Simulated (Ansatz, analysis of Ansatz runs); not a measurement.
# A hop of Na in Na5InO4 (Pmmn), charge 0

Aim: the barrier of one jump in Na5InO4 (Pmmn) at charge 0: V_Na hop (2.9 Å). The model is a cell of 40 host atoms with 1 Na taken out; Na is the atom that moves.

Calculated with Ansatz 0.2.0; plane-wave PAW DFT, r2SCAN; nudged elastic band between two relaxed defect structures.

## (1) Starting point

The cell holds 39 atoms: 19 Na, 4 In and 16 O. Cell: a = 9.331 Å, b = 9.164 Å, c = 10.563 Å, α = 55.9°, β = 54.4°, γ = 69.7°. It derives from Na5InO4 (space group Pmmn). Nearest the centre at fractional (0.499, 0.727, 0.653): Na19 at 1.46 Å, O36 at 1.81 Å, O31 at 1.89 Å, Na14 at 2.84 Å, Na10 at 2.90 Å, Na15 at 3.02 Å, In21 at 3.03 Å, O25 at 3.08 Å.

The cell's shortest repeat is 9.2 Å.

## (2) Relaxation of the start point, charge 0

A barrier is counted from a minimum, so both ends are relaxed first. Small random displacements break the symmetry of the ideal sites, so that the defect can distort if it gains by it. The cell holds an odd number of electrons, so the run is spin-polarised with the moment held at 1 μB.

Input file q0_M1.start/input.yaml:

```yaml
crystal:
  lattice:
    - [0.0, 7.57193307, 5.45251831]
    - [7.36502645, 0.0, 5.45251831]
    - [7.36502645, 7.57193307, 0.0]
  atoms:
    - { symbol: Na, position: [0.10523025, 0.15050556, 0.58941216] }
    - { symbol: Na, position: [0.60523025, 0.65050555, 0.08941216] }
    - { symbol: Na, position: [0.15485203, 0.58941216, 0.65050555] }
    - { symbol: Na, position: [0.65485203, 0.08941216, 0.15050556] }
    - { symbol: Na, position: [0.15171515, 0.65171515, 0.34828485] }
    - { symbol: Na, position: [0.65171515, 0.15171515, 0.84828485] }
    - { symbol: Na, position: [0.84828485, 0.34828485, 0.15171515] }
    - { symbol: Na, position: [0.34514797, 0.91058784, 0.34949444] }
    - { symbol: Na, position: [0.84514797, 0.41058784, 0.84949444] }
    - { symbol: Na, position: [0.41058784, 0.84514797, 0.89476975] }
    - { symbol: Na, position: [0.91058784, 0.34514797, 0.39476975] }
    - { symbol: Na, position: [0.39476975, 0.34949444, 0.41058784] }
    - { symbol: Na, position: [0.89476975, 0.84949444, 0.91058784] }
    - { symbol: Na, position: [0.34949444, 0.39476975, 0.84514797] }
    - { symbol: Na, position: [0.84949444, 0.89476975, 0.34514797] }
    - { symbol: Na, position: [0.08941216, 0.65485203, 0.10523025] }
    - { symbol: Na, position: [0.58941216, 0.15485203, 0.60523025] }
    - { symbol: Na, position: [0.15050556, 0.10523025, 0.15485203] }
    - { symbol: Na, position: [0.65050555, 0.60523025, 0.65485203] }
    - { symbol: In, position: [0.1102807, 0.1102807, 0.8897193] }
    - { symbol: In, position: [0.6102807, 0.6102807, 0.3897193] }
    - { symbol: In, position: [0.3897193, 0.3897193, 0.1102807] }
    - { symbol: In, position: [0.8897193, 0.8897193, 0.6102807] }
    - { symbol: O, position: [0.12535374, 0.89189946, 0.10810054] }
    - { symbol: O, position: [0.62535374, 0.39189946, 0.60810054] }
    - { symbol: O, position: [0.39189946, 0.62535374, 0.37464626] }
    - { symbol: O, position: [0.89189946, 0.12535374, 0.87464626] }
    - { symbol: O, position: [0.3298546, 0.09178746, 0.6701454] }
    - { symbol: O, position: [0.8298546, 0.59178746, 0.1701454] }
    - { symbol: O, position: [0.09178746, 0.3298546, 0.90821254] }
    - { symbol: O, position: [0.59178746, 0.8298546, 0.40821254] }
    - { symbol: O, position: [0.40821254, 0.1701454, 0.09178746] }
    - { symbol: O, position: [0.90821254, 0.6701454, 0.59178746] }
    - { symbol: O, position: [0.1701454, 0.40821254, 0.3298546] }
    - { symbol: O, position: [0.6701454, 0.90821254, 0.8298546] }
    - { symbol: O, position: [0.37464626, 0.60810054, 0.89189946] }
    - { symbol: O, position: [0.87464626, 0.10810054, 0.39189946] }
    - { symbol: O, position: [0.10810054, 0.87464626, 0.62535374] }
    - { symbol: O, position: [0.60810054, 0.37464626, 0.12535374] }
basis:
  ecutwfc: 500
  xc_grid: 2
hamiltonian:
  xc: r2scan
kpoints:
  mp_grid: { grid: [1, 1, 1] }
magnetization:
  spin_polarized: true
  initial_magnetization: 1
  spin_locking: { lock_magnetization: hard }
scf:
  occupations: { method: fixed }
  max_iter: 100
output:
  forces: true
relax:
  f_tol: 0.02
  max_steps: 70
  random_displacement: { amplitude: 0.03, seed: 2951 }
```

Launch:

```bash
$ ansatz run input.yaml --threads 4 --pin off --max-ram 7536MiB --backend cpu --events-out ev --progress --plain --runs-dir out
```

Numbers of over 12 decimals in the logs are rounded to 6 here.

What it wrote:

```text
[... repeated set-up lines and file paths are left out, and long positions are rounded to six places ...]
Warning: This run holds its total moment fixed (magnetization.spin_locking.lock_magnetization: hard) and mixes its density by anderson or broyden (scf.mixing.algorithm, typed or taken by auto). [...]
The last accepted step is kept in <dir> (removed where the run ends without a failure and the disk answers)
Engine: ansatz 0.2.0, aarch64-unknown-linux-gnu
Pseudopotentials: kind: paw
Pseudopotential: Na, paw, valence charge 9, recommended cutoff 500 eV (meta_gga), Na.paw.azcp
Pseudopotential: In, paw, valence charge 13, recommended cutoff 500 eV (meta_gga), In.paw.azcp
Pseudopotential: O, paw, valence charge 6, recommended cutoff 500 eV (meta_gga), O.paw.azcp
Functional definition: r2SCAN
  parameter k0 = 0.174
  parameter k1 = 0.065
  parameter a1 = 4.9479
  exchange = r2scan_x(k0 = k0, k1 = k1, a1 = a1)
  correlation = r2scan_c
Crystal: 39 atoms, lattice volume = 608.146 Å³
Basis set: ecut = 500 eV, 15439 PW (Γ), exchange–correlation on 144×144×160 points (8 copies of the dense FFT grid, shifted against one another)
Bands: 199, of which v1, the nominal top of the filled ones, is band 160 counted from 1 (159 counted from 0)
Symmetry: 1 space group operations
k-points: 1
Non-local potential: Na, projectors of the file, l = 0: 3, l = 1: 2, l = 2: 1
Non-local potential: In, projectors of the file, l = 0: 2, l = 1: 2, l = 2: 2, l = 3: 2
Non-local potential: O, projectors of the file, l = 0: 2, l = 1: 2, l = 2: 1
PAW form: soft (Blöchl's): semilocal exchange-correlation on the pseudo side does not see the compensation charge
PAW frozen core: Na, regenerated for the run's functional (the file was generated under x = pbe(κ = 0.804, μ = 0.219515), c = pbe(β = 0.066725))
PAW frozen core: In, regenerated for the run's functional (the file was generated under x = pbe(κ = 0.804, μ = 0.219515), c = pbe(β = 0.066725))
PAW frozen core: O, regenerated for the run's functional (the file was generated under x = pbe(κ = 0.804, μ = 0.219515), c = pbe(β = 0.066725))
PAW one-centre angular grid: Na, 302 points (default); XC on 339 of its mesh's 2595 points in the sphere
PAW one-centre angular grid: In, 590 points (default); XC on 289 of its mesh's 2783 points in the sphere
PAW one-centre angular grid: O, 302 points (default); XC on 160 Gauss nodes
Initial density: superposition of atomic densities (chi_scale 0.1, normalization cell, long waves kept (reshape's long-wave potential 0.23 eV rms))
Starting moments: Σ|m| = 1 μB on 39 of 39 sites
Initial wavefunctions: pseudopotential atomic-orbital guess
Functional: x = r2scan, c = r2scan; τ floored in thin density (d = 2e-4 eV/Å³)
SCF iter   1: F=—  HF=-59856.433306 eV  |F-HF|=—  |Δ(HF+E_count)|=         —  Δρ=4.89e-2 (↑4.17e-2 ↓4.89e-2)  dr2=4.03e1  dr2_τ=1.15e-1  dr2_m=3.66e-1  M=1.000 μB ∫|m|=1.093 μB  β_m=1.20  ethr=3.10e-3  ⟨swp⟩=5.0  Hψ=1124  notcnv=0  defer=66
preconditioner: auto → Resta (q_TF=auto, 2.450 Å⁻¹)  ε∞=3.0  [insulator: Δε(μ)=0.129 eV  Ē_g=13.797 eV  n_scr=144 (ndim 8)  ℏωp=19.5 eV  f_vac=0.012  ε∞_Penn≈3.0]
spin=Collinear: Resta preconditioning applied to the charge; magnetization (m = ρ↑ − ρ↓) channel mixes plain (no charge-response kernel on spin).
SCF iter   2: F=—  HF=-59848.387481 eV  |F-HF|=—  |Δ(HF+E_count)|=    8.05e0  Δρ=2.71e-2 (↑2.71e-2 ↓2.65e-2)  dr2=1.67e1  dr2_τ=1.81e-1  dr2_m=4.14e-3  M=1.000 μB ∫|m|=1.182 μB  β_m=1.20  ethr=3.10e-3  ⟨swp⟩=2.0  Hψ=715  notcnv=0  defer=73  κ⁻¹=1.0e0(r=1)
SCF iter   3: F=—  HF=-59844.483846 eV  |F-HF|=—  |Δ(HF+E_count)|=    3.90e0  Δρ=2.11e-2 (↑1.08e-2 ↓2.11e-2)  dr2=6.44e0  dr2_τ=8.45e-2  dr2_m=4.27e-1  M=1.000 μB ∫|m|=1.332 μB  β_m=1.20  ethr=3.10e-3  ⟨swp⟩=2.0  Hψ=665  notcnv=0  defer=73  κ⁻¹=1.6e-1(r=2)
SCF iter   4: F=—  HF=-59844.259596 eV  |F-HF|=—  |Δ(HF+E_count)|=   2.24e-1  Δρ=1.01e-2 (↑8.85e-3 ↓1.01e-2)  dr2=2.71e0  dr2_τ=2.85e-2  dr2_m=4.79e-2  M=1.000 μB ∫|m|=1.271 μB  β_m=1.20  ethr=2.02e-3  ⟨swp⟩=2.0  Hψ=542  notcnv=0  defer=73  κ⁻¹=1.1e-1(r=3)
SCF iter   5: F=—  HF=-59844.305653 eV  |F-HF|=—  |Δ(HF+E_count)|=   4.61e-2  Δρ=2.45e-2 (↑5.57e-3 ↓2.45e-2)  dr2=5.09e0  dr2_τ=1.22e-1  dr2_m=9.04e-1  M=1.000 μB ∫|m|=1.376 μB  β_m=1.20  ethr=8.50e-4  ⟨swp⟩=2.0  Hψ=540  notcnv=0  defer=73  κ⁻¹=1.0e-1(r=4)
SCF iter   6: F=—  HF=-59844.322745 eV  |F-HF|=—  |Δ(HF+E_count)|=   1.71e-2  Δρ=1.84e-2 (↑4.31e-3 ↓1.84e-2)  dr2=3.20e0  dr2_τ=5.60e-2  dr2_m=4.54e-1  M=1.000 μB ∫|m|=1.338 μB  β_m=1.20  ethr=8.50e-4  ⟨swp⟩=2.0  Hψ=414  notcnv=0  defer=75  κ⁻¹=5.6e-3(r=5)
SCF iter   7: F=—  HF=-59844.369143 eV  |F-HF|=—  |Δ(HF+E_count)|=   4.64e-2  Δρ=1.85e-2 (↑3.13e-3 ↓1.85e-2)  dr2=3.13e0  dr2_τ=5.77e-2  dr2_m=4.72e-1  M=1.000 μB ∫|m|=1.332 μB  β_m=1.20  ethr=8.50e-4  ⟨swp⟩=2.5  Hψ=518  notcnv=0  defer=74  κ⁻¹=3.0e-3(r=6)
SCF iter   8: F=—  HF=-59844.318190 eV  |F-HF|=—  |Δ(HF+E_count)|=   5.10e-2  Δρ=1.31e-2 (↑2.54e-3 ↓1.31e-2)  dr2=1.60e0  dr2_τ=2.78e-2  dr2_m=2.32e-1  M=1.000 μB ∫|m|=1.293 μB  β_m=1.20  ethr=8.50e-4  ⟨swp⟩=2.0  Hψ=357  notcnv=0  defer=73  κ⁻¹=2.5e-3(r=7)
SCF iter   9: F=—  HF=-59844.296859 eV  |F-HF|=—  |Δ(HF+E_count)|=   2.13e-2  Δρ=9.77e-3 (↑1.64e-3 ↓9.77e-3)  dr2=9.01e-1  dr2_τ=1.50e-2  dr2_m=1.25e-1  M=1.000 μB ∫|m|=1.288 μB  β_m=1.20  ethr=5.02e-4  ⟨swp⟩=2.0  Hψ=416  notcnv=0  defer=74  κ⁻¹=1.3e-3(r=8)
SCF iter  10: F=—  HF=-59844.281828 eV  |F-HF|=—  |Δ(HF+E_count)|=   1.50e-2  Δρ=5.60e-3 (↑1.25e-3 ↓5.60e-3)  dr2=2.81e-1  dr2_τ=4.58e-3  dr2_m=4.41e-2  M=1.000 μB ∫|m|=1.257 μB  β_m=1.20  ethr=2.83e-4  ⟨swp⟩=2.0  Hψ=358  notcnv=0  defer=75  κ⁻¹=1.4e-3(r=8)
SCF iter  11: F=—  HF=-59844.295237 eV  |F-HF|=—  |Δ(HF+E_count)|=   1.34e-2  Δρ=7.46e-3 (↑9.05e-4 ↓7.46e-3)  dr2=4.74e-1  dr2_τ=7.86e-3  dr2_m=7.57e-2  M=1.000 μB ∫|m|=1.273 μB  β_m=1.20  ethr=8.81e-5  ⟨swp⟩=2.0  Hψ=382  notcnv=0  defer=75  κ⁻¹=5.0e-4(r=8)
SCF iter  12: F=—  HF=-59844.290626 eV  |F-HF|=—  |Δ(HF+E_count)|=   4.61e-3  Δρ=3.14e-3 (↑6.93e-4 ↓3.14e-3)  dr2=7.94e-2  dr2_τ=1.18e-3  dr2_m=1.23e-2  M=1.000 μB ∫|m|=1.254 μB  β_m=1.20  ethr=8.81e-5  ⟨swp⟩=2.0  Hψ=401  notcnv=0  defer=74  κ⁻¹=2.9e-4(r=8)
SCF iter  13: F=—  HF=-59844.295652 eV  |F-HF|=—  |Δ(HF+E_count)|=   5.03e-3  Δρ=5.49e-3 (↑5.80e-4 ↓5.49e-3)  dr2=2.60e-1  dr2_τ=4.38e-3  dr2_m=4.24e-2  M=1.000 μB ∫|m|=1.263 μB  β_m=1.20  ethr=2.49e-5  ⟨swp⟩=2.0  Hψ=466  notcnv=0  defer=75  κ⁻¹=1.6e-4(r=8)
[...]
SCF iter  14: F=-59844.921397 eV  HF=-59844.921397 eV  |F-HF|=2.33e-10  |Δ(HF+E_count)|=   1.53e-9  Δρ=4.38e-7 (↑3.07e-7 ↓4.38e-7)  dr2=2.35e-9  dr2_τ=4.57e-11  dr2_m=1.34e-10  M=1.000 μB ∫|m|=1.254 μB  ethr=8.32e-12  ⟨swp⟩=2.0  Hψ=725  notcnv=0
SCF 5 converged in 14 iterations: F = -59844.921397 eV  dr2 = 2.35e-9
relax step   5: F+E_penalty+E_count = -59844.92139708 eV  Δ(F+E_penalty+E_count) = -1.136e-3 eV  max|allowed force component| = 9.712e-3 eV/Å  Δτ_max = 0.0079 Å  (14 SCF iters, accepted)
iter 1 solved again at ethr=1.00e-12 eV; its pass at ethr=3.10e-3 eV (dr2=2.34e-9 eV) is discarded
SCF iter   1: F=—  HF=-59844.921397 eV  |F-HF|=—  |Δ(HF+E_count)|=         —  Δρ=4.37e-7 (↑3.06e-7 ↓4.37e-7)  dr2=2.34e-9  dr2_τ=4.53e-11  dr2_m=1.35e-10  M=1.000 μB ∫|m|=1.254 μB  β_m=1.20  ethr=1.00e-12  ⟨swp⟩=3.0  Hψ=1403  notcnv=0  defer=70
SCF iter   2: F=-59844.921397 eV  HF=-59844.921397 eV  |F-HF|=6.04e-10  |Δ(HF+E_count)|=  3.35e-10  Δρ=2.91e-7 (↑2.33e-7 ↓2.91e-7)  dr2=9.58e-10  dr2_τ=2.90e-11  dr2_m=8.20e-11  M=1.000 μB ∫|m|=1.254 μB  ethr=1.00e-12  ⟨swp⟩=2.0  Hψ=573  notcnv=0
SCF 6 converged in 2 iterations: F = -59844.921397 eV  dr2 = 9.58e-10
SCF converged after 2 iterations
Stability not checked: this state was not tested for a lower state beside it, because the mixer in use, unlike msr1, does not test its closes by its own steps (another_mixer; see scf.mixing.algorithm and scf.lower_state_search)
Magnetization: 1.0000 μB (160.0000 up, 159.0000 down)
Absolute magnetization: 1.2559 μB (∫|ρ↑−ρ↓|, with the PAW one-centre terms)
Spin contamination: 0.0065 ħ² per cell (⟨S²⟩ above its minimum at these occupations)
Per-site moments (μB) at R_I (Å): [(-0.000287137, 0.932064), (-0.000261535, 0.937328), (-0.000369996, 0.946329), [... 36 left out ...]
Free energy (F): -59844.921397 eV
Harris-Foulkes:  -59844.921397 eV  (|F-HF|=6.04e-10)
Internal energy: -59844.921397 eV  (E = F + TS)
E sigma→0 (E₀):  -59844.921397 eV
Fermi energy:    3.078625 (↑ 3.026208, ↓ 3.078625) eV
--- Per-component energies (eV) ---
  E_band       = -4623.189864
  E_kinetic    = 6101.077953
  E_local      = -35518.314252  (includes V_loc(G=0)·N_el)
  E_nonlocal   = 4451.795288
  E_hartree    = 13076.292339
  E_xc         = -2684.403838
  E_vxc        = -3184.063733  (∫ρ·V_xc dr)
  E_paw        = -24395.742436  (= ΣΔE_a)
  E_vpaw       = -2862.743874  (= ΣTr[D̂ρ^β])
  E_aug_tail   = 0.016098  (compensation charges beyond the density's cutoff)
  E_vtau       = 236.458098  (kinetic-family band-sum trace: ∫τ·v_τ [+ j·A + Jᵃ·Aᵃ] dr)
  E_ewald      = -20878.494599
  E_core_change = 2.852051  (= ΣΔE_core)
  E_smearing   = -0.000000  (= −TS)
  E_closure    = -0.000000  (closes the sum)
  Σ components = -59844.921397   (vs F -59844.921397, Δ=0.00e0)
--- Forces (eV/Å), atoms counted from 1 ---
  atom   1  Na    -0.00168530    -0.00034525    -0.00082971
  atom   2  Na     0.00161021    -0.00026255     0.00069202
  atom   3  Na     0.00114096    -0.00248960     0.00143879
  atom   4  Na    -0.00129815     0.00226699     0.00027396
  atom   5  Na     0.00000600     0.00052288    -0.00087239
  atom   6  Na     0.00000898     0.00065735     0.00024144
  atom   7  Na    -0.00040101    -0.00047963    -0.00263099
  atom   8  Na     0.00114228    -0.00217634    -0.00241707
  atom   9  Na    -0.00171602     0.00090970     0.00190868
  atom  10  Na    -0.00150653     0.00032155    -0.00078497
  atom  11  Na     0.00006865    -0.00005779     0.00125923
  atom  12  Na     0.00138537     0.00271584    -0.00065863
  atom  13  Na    -0.00038440    -0.00162938     0.00242275
  atom  14  Na     0.00030155     0.00301929     0.00039859
  atom  15  Na    -0.00063108    -0.00163443     0.00021233
  atom  16  Na    -0.00030833     0.00345249     0.00021633
  atom  17  Na     0.00100806    -0.00239118    -0.00041162
  atom  18  Na     0.00008255     0.00021642     0.00059291
  atom  19  Na     0.00084460     0.00109825    -0.00144172
  atom  20  In     0.00078253     0.00005351     0.00341396
  atom  21  In    -0.00339368    -0.00013311     0.00044515
  atom  22  In     0.00239860    -0.00228923    -0.00970763
  atom  23  In    -0.00311476     0.00226281    -0.00547789
  atom  24  O     -0.00104318    -0.00075345     0.00027993
  atom  25  O      0.00140155    -0.00048477     0.00172113
  atom  26  O      0.00161962     0.00055985     0.00049935
  atom  27  O     -0.00072091    -0.00006761     0.00072578
  atom  28  O     -0.00009753    -0.00003898    -0.00110913
  atom  29  O      0.00258947    -0.00074573     0.00106842
  atom  30  O     -0.00105409     0.00040466     0.00083825
  atom  31  O      0.00267923    -0.00014377     0.00015371
  atom  32  O     -0.00550901     0.00058417    -0.00041917
  atom  33  O     -0.00528791    -0.00008130    -0.00031827
  atom  34  O      0.00392417    -0.00058290     0.00047644
  atom  35  O      0.00599090     0.00176795    -0.00007550
  atom  36  O     -0.00021230    -0.00599950     0.00128624
  atom  37  O     -0.00025399    -0.00584229     0.00325326
  atom  38  O      0.00018673     0.00092126    -0.00086333
  atom  39  O     -0.00071077     0.00635765     0.00432902
  max |Σ_I F_I| component: 5.36e-4 eV/Å
--- Relaxed structure (5 steps of the walk, 5 accepted, 0 SCFs on fresh bases) ---
  F+E_penalty+E_count = -59844.92139708 eV   max|allowed force component| = 9.712e-3 eV/Å
  atoms:
    - { symbol: Na, position: [0.132893, 0.125524, 0.591638] }
    - { symbol: Na, position: [0.593791, 0.658203, 0.085888] }
    - { symbol: Na, position: [0.151872, 0.592494, 0.653912] }
    - { symbol: Na, position: [0.660591, 0.091398, 0.144371] }
    - { symbol: Na, position: [0.149826, 0.649617, 0.350641] }
    - { symbol: Na, position: [0.649649, 0.149552, 0.850779] }
    - { symbol: Na, position: [0.848292, 0.347954, 0.152291] }
    - { symbol: Na, position: [0.349868, 0.908718, 0.374919] }
    - { symbol: Na, position: [0.837502, 0.414391, 0.842029] }
    - { symbol: Na, position: [0.408924, 0.849582, 0.867596] }
    - { symbol: Na, position: [0.914595, 0.337489, 0.406782] }
    - { symbol: Na, position: [0.396099, 0.355936, 0.408844] }
    - { symbol: Na, position: [0.898002, 0.846257, 0.907832] }
    - { symbol: Na, position: [0.346452, 0.398113, 0.848542] }
    - { symbol: Na, position: [0.856188, 0.895874, 0.339914] }
    - { symbol: Na, position: [0.092839, 0.651747, 0.102190] }
    - { symbol: Na, position: [0.591703, 0.160364, 0.604365] }
    - { symbol: Na, position: [0.158591, 0.093442, 0.162841] }
    - { symbol: Na, position: [0.625711, 0.632912, 0.650659] }
    - { symbol: In, position: [0.105235, 0.111101, 0.895236] }
    - { symbol: In, position: [0.611394, 0.605101, 0.389127] }
    - { symbol: In, position: [0.390350, 0.380307, 0.119985] }
    - { symbol: In, position: [0.880596, 0.890125, 0.610223] }
    - { symbol: O, position: [0.127508, 0.889479, 0.105780] }
    - { symbol: O, position: [0.622416, 0.394470, 0.610839] }
    - { symbol: O, position: [0.389756, 0.627282, 0.377967] }
    - { symbol: O, position: [0.894657, 0.122226, 0.873039] }
    - { symbol: O, position: [0.330840, 0.113247, 0.669669] }
    - { symbol: O, position: [0.831434, 0.590597, 0.169146] }
    - { symbol: O, position: [0.090910, 0.331154, 0.909553] }
    - { symbol: O, position: [0.613569, 0.830604, 0.386992] }
    - { symbol: O, position: [0.411825, 0.159348, 0.102405] }
    - { symbol: O, position: [0.898219, 0.673091, 0.588649] }
    - { symbol: O, position: [0.173294, 0.397923, 0.340966] }
    - { symbol: O, position: [0.659560, 0.911622, 0.827238] }
    - { symbol: O, position: [0.371873, 0.593599, 0.906706] }
    - { symbol: O, position: [0.874009, 0.111384, 0.388912] }
    - { symbol: O, position: [0.093862, 0.871426, 0.628882] }
    - { symbol: O, position: [0.611618, 0.373629, 0.126654] }
```

Run time: 97 s. Hardware: 4 threads of Arm Neoverse V2, shared host; peak memory 1.4 GiB.

Relaxation path:

```csv
step,energy less that of the first step (eV),largest force component (eV/Å)
1,0.0000,1.0130
2,-0.4803,0.3204
3,-0.5836,0.1373
4,-0.6237,0.0410
5,-0.6249,0.0097
```

The atoms that moved most (Å, from the sites as typed, ahead of the random displacement, the mean shift of all atoms taken out):

```csv
atom,dx,dy,dz,length
Na8,0.171,0.224,0.018,0.283
Na19,0.171,-0.223,0.019,0.282
Na1,-0.170,0.222,0.017,0.280
Na10,-0.170,-0.222,0.018,0.280
O31,-0.153,0.000,0.126,0.198
O28,0.152,0.000,0.125,0.197
O36,0.000,0.087,-0.091,0.126
O38,0.000,-0.085,-0.092,0.126
```

The relaxed structure:

```xyz
39
Lattice="0.0000 7.5719 5.4525 7.3650 0.0000 5.4525 7.3650 7.5719 0.0000" Properties=species:S:1:pos:R:3 pbc="T T T"
Na    5.2819    5.4861    1.4090
Na    5.4803    5.1465    6.8265
Na    9.1798    6.1013    4.0587
Na    1.7364    6.0951    4.1002
Na    7.3669    3.7895    4.3590
Na    7.3675   11.3611    4.3577
Na    3.6843    7.5763    6.5225
Na    9.4540    5.4880    6.8625
Na    9.2536   12.7173    6.8260
Na   12.6471    9.6657    6.8620
Na    5.4816   10.0054    6.8270
Na    5.6326    6.0950    4.1005
Na   12.9189   13.6737    9.5106
Na    9.1817    9.0484    4.0598
Na    9.1016    9.0568    9.5532
Na    5.5528    1.4767    4.0599
Na    5.6322    9.0565    4.1007
Na    1.8875    2.4339    1.3742
Na    9.4535    9.6646    6.8627
In    7.4117    7.5755    1.1796
In    7.3225    7.5759    6.6330
In    3.6847    3.8642    4.2020
In   11.0501   11.2884    9.6549
O     7.3301    1.7664    5.5451
O     7.4041    9.3381    5.5446
O     7.4037    5.8131    5.5454
O     7.3302   13.3849    5.5446
O     5.7662    7.5758    2.4214
O     5.5955    7.5763    7.7537
O     9.1378    7.5754    2.3013
O     8.9676    7.5762    7.8744
O     1.9278    3.8937    3.1143
O     9.2927   11.2585    8.5676
O     5.4419    3.8939    3.1146
O    12.8067   11.2579    8.5669
O    11.0498    9.6813    5.2643
O     3.6847    9.5628    5.3729
O    11.0498    5.4726    5.2632
O     3.6846    5.5901    5.3721
```

Neighbours of Na19 at the end:

```csv
atom,distance (Å)
O36,2.259
O33,2.339
O31,2.371
O25,2.458
Na15,2.781
Na14,2.883
In21,2.993
Na9,3.059
```

Numbers from this step:

- free energy: -59844.9214 eV
- total moment: 1 μB
- integral of the absolute spin density: 1.256 μB
- spin contamination: 0.006509
- largest move from the ideal geometry of this structure, a common shift of the far atoms taken out: 0.3048 Å

The relaxation gained 0.625 eV and ended with a largest force component of 0.0097 eV/Å.

(Continued in part 2 of 4.)

[Logs are printed without paths, hosts, clocks, repeated set-up lines and the standing remarks that a program may print on its own settings, such as how far it seeks lower states.]

[Hosts, paths, dates, database ids (printed as entryN), source tags and the programs' standing remarks are cut or masked in the printed files.]
